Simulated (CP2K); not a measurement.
Consider ammonia borane at its PBE geometry (Å).

```xyz
8

N    -0.7960   -0.1129    0.0034
B     0.8362    0.1192   -0.0062
H    -1.2550    0.5082    0.6750
H    -1.0326   -1.0740    0.2636
H    -1.2097    0.0680   -0.9148
H     0.9932    1.2812   -0.3216
H     1.2666   -0.6653   -0.8269
H     1.1974   -0.1243    1.1274
```

Method: CP2K XAS_TDP, all-electron GAPW, PBEh(45%), aug-cc-pVTZ, TDA, GW2X-corrected core level, no relativity.

**Question.** Predict the bright core excitations at the B K edge.

Leading lines: B2 192.14 eV. The leading line of an atom is its first one with 35 % of the strongest within 2.5 eV of its lowest line over the strength cut. Core ionisation energies at this level: B2 194.72 eV.

The first six lines of each atom with a strength over 0.0015:

```csv
atom,energy (eV),states,"strength, one atom",above the computed threshold
B2 (bonded to N and 3 H),192.14,1,0.0097,
,193.65,2,0.0067,
,194.32,1,0.0059,
,194.60,2,0.0213,
,195.00,1,0.0201,yes
,195.52,1,0.0083,yes
```

Lines are vertical, at one geometry, with no vibrational structure. GW2X ionisation energies and lines can be off by 1 to 2 eV either way, and a good line position may hide errors that cancel. These values hold no scalar relativity. Rydberg lines, and the discretised continuum above threshold, depend on the basis and the box.

[Banner, clock and machine lines of the logs are left out without a mark of their own.]

[Logs are printed without paths, hosts, clocks, repeated set-up lines and the standing remarks that a program may print on its own settings, such as how far it seeks lower states.]

[Hosts, paths, dates, database ids (printed as entryN), source tags and the programs' standing remarks are cut or masked in the printed files.]
